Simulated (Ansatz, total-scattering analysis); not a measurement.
# From S(Q) to neighbour shells

The sample: B2O3 (B 40.0, O 60.0 atom %) at 1500 K, fixed volume (mean pressure -1.5 GPa), ρ₀ = 0.0670 Å⁻³. The data come from ab initio molecular dynamics with Ansatz (LDA, plane waves, PAW default files, Langevin thermostat, no spin, fixed volume). The average runs over 1.27 ps of 70 atoms, so shells between rare elements are rough. Mean temperature 1501 K, largest m.s.d. 0.87 Å², energy drift +9 meV an atom (last third less first, no steady trend), Langevin friction 10 ps⁻¹; the first quarter of the run is discarded. Start: last frame of a classical run of this cell at the same density and temperature. So short a stretch relaxes bonds and nearest shells but still remembers its start. It is a melt by its history, in a run too short to show flow.

The totals are in Faber–Ziman form. Below 4 Å⁻¹ the partials are summed on the cell's own reciprocal vectors (from 0.62 Å⁻¹) and folded with a Gaussian of σ = 0.14 Å⁻¹; above it they are transforms of g(r) out to 6.9 Å, tapered over the last 40 %. The fold lowers sharp peaks, and with so few vectors their positions are good to about 0.1 Å⁻¹. X-rays take neutral-atom form factors, neutrons coherent lengths (B 6.65, O 5.8037 fm). Boron is taken as ¹¹B. G(r) = 4πrρ₀[g(r) − 1] carries the resolution of a Lorch-windowed transform up to 20 Å⁻¹. The patterns are simulated, not measured. The cell is small: beyond half the box only the part of each shell inside it is counted, and low-Q values rest on few vectors.

| Q (Å⁻¹) | X-ray | neutron |
| --- | --- | --- |
| 0.6 | 0.73 | 0.82 |
| 0.9 | 1.29 | 1.42 |
| 1.2 | 1.17 | 1.32 |
| 1.5 | 1.20 | 1.38 |
| 1.8 | 0.86 | 1.04 |
| 2.1 | 0.88 | 1.10 |
| 2.4 | 0.77 | 0.98 |
| 2.7 | 0.78 | 0.81 |
| 3.0 | 0.99 | 0.69 |
| 3.3 | 1.02 | 0.66 |
| 3.6 | 0.87 | 0.69 |
| 3.9 | 0.76 | 0.70 |
| 4.2 | 0.72 | 0.73 |
| 4.5 | 0.74 | 0.76 |
| 4.8 | 0.82 | 0.88 |
| 5.1 | 1.02 | 1.12 |
| 5.4 | 1.30 | 1.39 |
| 5.7 | 1.48 | 1.52 |
| 6.0 | 1.44 | 1.42 |
| 6.3 | 1.23 | 1.20 |
| 6.6 | 1.01 | 1.00 |
| 6.9 | 0.87 | 0.88 |
| 7.2 | 0.81 | 0.82 |
| 7.5 | 0.78 | 0.80 |
| 7.8 | 0.80 | 0.80 |
| 8.1 | 0.86 | 0.85 |
| 8.4 | 0.94 | 0.91 |
| 8.7 | 1.00 | 0.97 |
| 9.0 | 1.03 | 1.01 |
| 9.3 | 1.03 | 1.03 |
| 9.6 | 1.02 | 1.04 |
| 9.9 | 1.04 | 1.07 |
| 10.2 | 1.07 | 1.10 |
| 10.5 | 1.11 | 1.14 |
| 10.8 | 1.13 | 1.14 |
| 11.1 | 1.10 | 1.09 |
| 11.4 | 1.04 | 1.02 |
| 11.7 | 0.97 | 0.95 |
| 12.0 | 0.92 | 0.91 |

G(r):

X-ray, r (Å) and value: 1.0 -1.08, 1.1 -0.92, 1.2 0.68, 1.3 2.91, 1.4 3.44, 1.5 1.67, 1.6 -0.62, 1.7 -1.66, 1.8 -1.59, 1.9 -1.43, 2.0 -1.30, 2.1 -0.74, 2.2 0.54, 2.3 1.95, 2.4 2.40, 2.5 1.63, 2.6 0.35, 2.7 -0.54, 2.8 -0.87, 2.9 -0.95, 3.0 -0.88, 3.1 -0.75, 3.2 -0.62, 3.3 -0.45, 3.4 -0.20, 3.5 0.08, 3.6 0.24, 3.7 0.18, 3.8 -0.09, 3.9 -0.34, 4.0 -0.39, 4.1 -0.28, 4.2 -0.11, 4.3 0.07, 4.4 0.22, 4.5 0.31, 4.6 0.32, 4.7 0.26, 4.8 0.11, 4.9 -0.09, 5.0 -0.24, 5.1 -0.29, 5.2 -0.26, 5.3 -0.20, 5.4 -0.15, 5.5 -0.10, 5.6 -0.02, 5.7 0.08, 5.8 0.16, 5.9 0.22, 6.0 0.24

neutron, r (Å) and value: 1.0 -0.92, 1.1 -0.69, 1.2 1.20, 1.3 3.84, 1.4 4.50, 1.5 2.45, 1.6 -0.20, 1.7 -1.42, 1.8 -1.48, 1.9 -1.54, 2.0 -1.59, 2.1 -1.21, 2.2 -0.27, 2.3 0.82, 2.4 1.40, 2.5 1.14, 2.6 0.32, 2.7 -0.41, 2.8 -0.78, 2.9 -0.86, 3.0 -0.73, 3.1 -0.54, 3.2 -0.36, 3.3 -0.15, 3.4 0.14, 3.5 0.44, 3.6 0.60, 3.7 0.48, 3.8 0.10, 3.9 -0.28, 4.0 -0.46, 4.1 -0.47, 4.2 -0.41, 4.3 -0.32, 4.4 -0.20, 4.5 -0.09, 4.6 0.01, 4.7 0.06, 4.8 0.05, 4.9 -0.02, 5.0 -0.09, 5.1 -0.13, 5.2 -0.11, 5.3 -0.05, 5.4 0.00, 5.5 0.04, 5.6 0.10, 5.7 0.18, 5.8 0.24, 5.9 0.26, 6.0 0.24

Q: Assign the low-r maxima. Which coordination numbers can be read off, and what are they?

Each pair enters with the weight ci cj fi fj (2 − δij)/⟨f⟩², taking f = Z for X-rays at Q = 0: O–O 0.50 / 0.32; B–O 0.42 / 0.49; B–B 0.09 / 0.19 (X-ray / neutron).

| radiation | maximum (Å) | G (Å⁻²) | pairs that make it (share of the curvature of G, each pair at the same resolution) |
| --- | --- | --- | --- |
| X-ray | 1.37 | 3.60 | B–O 100 % |
| X-ray | 2.39 | 2.45 | O–O 99 % |
| X-ray | 3.62 | 0.25 | B–O 100 % |
| X-ray | 4.57 | 0.33 | O–O 100 % |
| neutron | 1.37 | 4.68 | B–O 100 % |
| neutron | 2.42 | 1.43 | O–O 88 %, B–B 12 % |
| neutron | 3.61 | 0.61 | B–O 99 % |

The first neutron peak is mostly one pair, so its area estimates the neighbours: ∫ r [G + 4πρ₀r] dr from 0.91 to 1.76 Å is 2.47, and times c(O)/weight = 0.600/0.491 gives 3.0 O around each B; the count from the coordinates is 3.00.

From the coordinates:

| pair | first peak (Å) | g there | first minimum (Å) | g there | neighbours |
| --- | --- | --- | --- | --- | --- |
| B–O | 1.36 | 18.2 | 1.76 | 0.01 | 3.0 O per B, 2.0 B per O |
| O–O | 2.36 | 5.0 | 2.80 | 0.47 | 4.4 |
| B–B | 2.55 | 4.0 | 3.00 | 0.31 | 3.2 |

Bonded neighbours (only these pairs count: cutoffs B–O 1.76 Å): B: 3 100 %; O: 2 100 %. Bridging oxygens per network former of four or fewer bonds: B: Q3 100 %. Oxygen by network formers bound (Si, B, P, Ge and Al count): two 100 %. O–B–O peak at 122° and B–O–B peak at 130°. These counts come from 15 frames.

Unlike atoms are nearest: the pair functions peak at 1.36 Å (B–O) and 2.36 Å (O–O). The ratio of these peaks, 1.73 (±0.04), compares with 1.73 for a triangle, 1.63 for a tetrahedron and 1.41 for an octahedron, and B has 3.0 anions. The weights that differ most between the probes (X-ray, neutron): O–O 0.50 and 0.32, B–B 0.09 and 0.19 and B–O 0.42 and 0.49.
